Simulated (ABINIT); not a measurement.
# A GW chain in ABINIT: CsPbCl3 (Pm-3m), part 3 of 3

Wanted: ground state, empty states, screening and self-energy for CsPbCl3 (Pm-3m).

ABINIT 10.8.3; PBE and many-body steps on it, plane waves. Known limits of the many-body steps: not at the basis limit; no spin-orbit coupling; coarse k mesh.

So far. Step 4 (Empty states on the mesh, 2×2×2 mesh, 172 bands): On this mesh the gap is 1.932 eV. Step 5 (Screening, 2×2×2 mesh, 158 bands, screening to 108.8 eV): Local fields lower ε∞ by 12 %. On a Γ-centred mesh this coarse the value itself is usually too large, while a short band sum pulls it down.

### Step 6. Self-energy, 2×2×2 mesh, 158 bands, screening to 108.8 eV

The self-energy is evaluated for the states that the input lists, and the levels follow from it, in one-shot runs by the linearised quasiparticle equation.

This step: G0W0 on PBE, plane waves, norm-conserving pseudopotentials.

Contents of run.abi:

```
acell 3*1.0 Angstrom
rprim 
  5.605000000000 0.000000000000 0.000000000000
  0.000000000000 5.605000000000 0.000000000000
  0.000000000000 0.000000000000 5.605000000000
ntypat 3
znucl 55 82 17
natom 5
typat 1 2 3 3 3
xred 
  0.000000000000 0.000000000000 0.000000000000
  0.500000000000 0.500000000000 0.500000000000
  0.500000000000 0.500000000000 0.000000000000
  0.000000000000 0.500000000000 0.500000000000
  0.500000000000 0.000000000000 0.500000000000
pp_dirpath "pseudos"
pseudos "Cs.upf, Pb.upf, Cl.upf"
ecut 32
ngkpt 2 2 2
nshiftk 1
shiftk 0 0 0
kptopt 1
chksymbreak 0
istwfk *1
occopt 1
irdwfk 1
optdriver 4
nband 158
gwcalctyp 0
ecutsigx 32
symsigma 1
nkptgw 2
kptgw 
  0.5000000000 0.5000000000 0.5000000000
  0.0000000000 0.0000000000 0.0000000000
bdgw 
  23 29
  24 29
ecuteps 4
irdscr 1
ppmodel 1
indata_prefix "in"
outdata_prefix "out"
tmpdata_prefix "tmp"
```

The run is started by

```bash
> OMP_NUM_THREADS=1 mpirun -n 8 abinit run.abi > log
```

Numbers of over 12 decimals in the logs are rounded to 6 here.

What it wrote:

```text
.Version 10.8.3 of ABINIT. v10.8.2 released Aug 2026.

 Symmetries : space group Pm -3 m (#221); Bravais cP (primitive cubic)
[... echo of the input left out ...]
== DATASET  1 ==================================================================
-   mpi_nproc: 8, omp_nthreads: 1 (-1 if OMP is not activated)

--- !DatasetInfo
iteration_state: {dtset: 1, }
dimensions: {natom: 5, nkpt: 4, mband: 158, nsppol: 1, nspinor: 1, nspden: 1, mpw: 10280, }
cutoff_energies: {ecut:  32.0, pawecutdg:  -1.0, }
electrons: {nelect:   5.20000000E+01, charge:   0.00000000E+00, occopt:   1.00000000E+00, tsmear:   1.00000000E-02, }

 SIGMA: Calculation of the GW corrections

 Based on a program developped by R.W. Godby, V. Olevano, G. Onida, and L. Reining.
 Incorporated in ABINIT by V. Olevano, G.-M. Rignanese, and M. Torrent.
.Using double precision arithmetic ; gwpc =  8

[... cell and pseudopotentials left out ...]
--------------------------------------------------------------------------------

 ==== K-mesh for the wavefunctions ====
 Number of points in the irreducible wedge :     4
[... list of points left out ...]
 Together with 48 symmetry operations and time-reversal symmetry
 yields     8 points in the full Brillouin Zone.

 ==== Q-mesh for screening function ====
 Number of points in the irreducible wedge :     4
[... list of points left out ...]
 Together with 48 symmetry operations and time-reversal symmetry
 yields     8 points in the full Brillouin Zone.

 vcoul_init : cutoff-mode = AUXILIARY_FUNCTION
 q-points for optical limit:   1
     1)      0.000010    0.000020    0.000030
 setmesh: FFT mesh size selected  =    54x   54x   54
          total number of points  =       157464

 Number of electrons calculated from density =   52.0000; Expected =   52.0000
 average of density, n =  0.043760
 r_s =    1.7604
 omega_plasma =   20.1788 [eV]

 === KS Band Gaps ===
  >>>> For spin  1
   Minimum direct gap =   1.9318 [eV], located at k-point      :   0.5000  0.5000  0.5000
   Fundamental gap    =   1.9318 [eV], Top of valence bands at :   0.5000  0.5000  0.5000
                                       Bottom of conduction at :   0.5000  0.5000  0.5000
 SIGMA fundamental parameters:
 PLASMON POLE MODEL  1
 number of plane-waves for SigmaX                10251
 number of plane-waves for SigmaC and W            461
 number of plane-waves for wavefunctions         10251
 number of bands                                   158
 number of independent spin polarizations            1
 number of spinorial components                      1
 number of k-points in IBZ                           4
 number of q-points in IBZ                           4
 number of symmetry operations                      48
 number of k-points in BZ                            8
 number of q-points in BZ                            8
 number of frequencies for dSigma/dE                 9
 frequency step for dSigma/dE [eV]                0.25
 number of omega for Sigma on real axis              0
 max omega for Sigma on real axis  [eV]           0.00
 zcut for avoiding poles [eV]                     0.10

 EPSILON^-1 parameters (SCR file):
 dimension of the eps^-1 matrix on file            461
 dimension of the eps^-1 matrix used               461
 number of plane-waves for wavefunctions         10251
 number of bands                                   158
 number of q-points in IBZ                           4
 number of frequencies                               2
 number of real frequencies                          1
 number of imag frequencies                          1

 matrix elements of self-energy operator (all in [eV])

 Perturbative Calculation

--- !SelfEnergy_ee
iteration_state: {dtset: 1, }
kpoint     : [   0.500,    0.500,    0.500, ]
spin       : 1
KS_gap     :    1.932
QP_gap     :    3.169
Delta_QP_KS:    1.237
data: !SigmaeeData |
     Band     E0 <VxcDFT>   SigX SigC(E0)      Z dSigC/dE  Sig(E)    E-E0       E
       23   0.573 -14.257 -18.504   3.103   0.774  -0.291 -15.142  -0.886  -0.313
       24   0.573 -14.257 -18.504   3.103   0.774  -0.291 -15.142  -0.886  -0.313
       25   0.573 -14.257 -18.504   3.103   0.774  -0.291 -15.142  -0.886  -0.313
       26   2.787 -15.725 -17.975   1.834   0.795  -0.257 -16.056  -0.331   2.456
       27   4.719 -10.379  -6.296  -2.982   0.823  -0.215  -9.473   0.906   5.625
       28   4.719 -10.379  -6.296  -2.982   0.823  -0.215  -9.473   0.906   5.625
       29   4.719 -10.379  -6.296  -2.982   0.823  -0.215  -9.473   0.906   5.625

--- !SelfEnergy_ee
iteration_state: {dtset: 1, }
kpoint     : [   0.000,    0.000,    0.000, ]
spin       : 1
KS_gap     :    5.879
QP_gap     :    7.114
Delta_QP_KS:    1.235
data: !SigmaeeData |
     Band     E0 <VxcDFT>   SigX SigC(E0)      Z dSigC/dE  Sig(E)    E-E0       E
       24   0.252 -14.036 -18.291   3.111   0.775  -0.291 -14.922  -0.886  -0.633
       25   0.252 -14.036 -18.291   3.111   0.775  -0.291 -14.922  -0.886  -0.633
       26   0.252 -14.036 -18.291   3.111   0.775  -0.291 -14.922  -0.886  -0.633
       27   6.131  -6.348  -2.686  -3.248   0.844  -0.185  -5.998   0.349   6.480
       28   7.070  -6.633  -2.878  -3.128   0.844  -0.185  -6.104   0.529   7.600
       29   7.070  -6.633  -2.878  -3.128   0.844  -0.185  -6.104   0.529   7.600

== END DATASET(S) ==============================================================
================================================================================

 -outvars: echo values of variables after computation  --------
           etotal      0.0000000000E+00
            nband         158
             nkpt           4
          spgroup         221
 [... the other variables as echoed above ...]

 Calculation completed.
```

Run time: 27 s. Hardware: 8 MPI ranks of Arm Neoverse N1, shared host; peak memory 2.4 GiB; 3.6 min of CPU time.

This step gave:

- G0W0 gap on the points computed: 3.169 eV
- starting gap on the mesh: 1.932 eV
- k of the valence top: 0.5, 0.5, 0.5
- k of the conduction bottom: 0.5, 0.5, 0.5
- Z at the valence top: 0.795
- Z at the conduction bottom: 0.823
- least direct G0W0 gap on the computed points: 3.169 eV

The gap on the mesh goes from 1.93 eV to 3.17 eV, a correction of +1.24 eV.

Limits: finite bands, cutoff and mesh; no spin-orbit coupling; coarse k mesh. v1 is the top filled band, c1 the lowest empty one. The levels before and after the correction (eV, zero at the valence-band top of each column):

|  | conduction bottom | valence top |
| --- | --- | --- |
| Kohn-Sham | 1.93 | 0.00 |
| G0W0 | 3.17 | 0.00 |

|  | level | energy (eV) |
| --- | --- | --- |
| Kohn-Sham | (0.5 0.5 0.5) v4-v2 | -2.214 |
| Kohn-Sham | (0.5 0.5 0.5) v1 | 0.000 |
| Kohn-Sham | (0.5 0.5 0.5) c1-c3 | 1.932 |
| G0W0 | (0.5 0.5 0.5) v4-v2 | -2.769 |
| G0W0 | (0.5 0.5 0.5) v1 | 0.000 |
| G0W0 | (0.5 0.5 0.5) c1-c3 | 3.169 |

### Step 7. Where the time went

Times are wall times on the hardware named with each run, good to a factor of about two.

| step | time | share | memory (GiB) |
| --- | --- | --- | --- |
| ground state | 67 s | 19 % | 0.88 |
| bands along the symmetry lines | 76 s | 21 % | 0.72 |
| empty states on the mesh | 2 min | 33 % | 0.5 |
| screening | 66 s | 19 % | 3.1 |
| self-energy | 27 s | 8 % | 2.4 |

### Step 8. Summary of results

```json
{
 "PBE gap": "1.93 eV, direct",
 "G0W0 gap on the mesh": "3.17 eV",
 "GW settings": "2×2×2 mesh, 158 bands, screening to 108.8 eV, Godby-Needs plasmon pole",
 "known limits": "not at the basis limit; no spin-orbit coupling; coarse k mesh"
}
```

What this shows: G0W0 moves the gap on the mesh from 1.93 eV to 3.17 eV (+1.24 eV), with Z of 0.80 and 0.82 at the edges. Local fields lower the RPA ε∞ on this mesh from 8.21 to 7.22; a Γ-centred mesh this coarse tends to raise both, most where the direct gap is narrow, while a short band sum lowers them. Only 2 of the mesh's irreducible points were corrected, so a valley elsewhere could overtake. The dearest step here is «empty states on the mesh». Bands and cutoff are finite, so the gap is not at the basis limit. The miss can reach some tenths of an eV and take either sign; the mesh is an error of its own. In the G0W0 run levels were corrected at 2 k points alone, so a gap called «on the mesh» is the least over those, and an edge elsewhere would be missed. The 2×2×2 mesh is coarse for this cell, which bears on the long-range parts of exchange and screening. Where an edge is built on 6p states of lead, bismuth or thallium, scalar-relativistic gaps usually stand too wide, by a few tenths to over one eV. This is the ideal cubic cell; many perovskites, halides above all, are cubic only on average, and local tilts or off-centring can widen the gap. The many-body steps are scalar-relativistic: spin-orbit coupling is not in them.

[Paths, hosts, dates, memory and timing lines, banners, echoed tables and standing remarks are left out of the program output.]

[Logs are printed without paths, hosts, clocks, repeated set-up lines and the standing remarks that a program may print on its own settings, such as how far it seeks lower states.]

[Runs of the session that timed out or met a known fault of the program may be left out.]

[Hosts, paths, dates, database ids (printed as entryN), source tags and the programs' standing remarks are cut or masked in the printed files.]

[G0W0 gaps are taken among the corrected bands and points alone; a level outside them can change the order at an edge.]

[Where Ansatz stands beside ABINIT at settings called matched, ABINIT's density can come from a denser mesh and the files from another edition; pairs whose starting gaps differed by over 0.03 eV were left out, so agreement reads better than it is.]
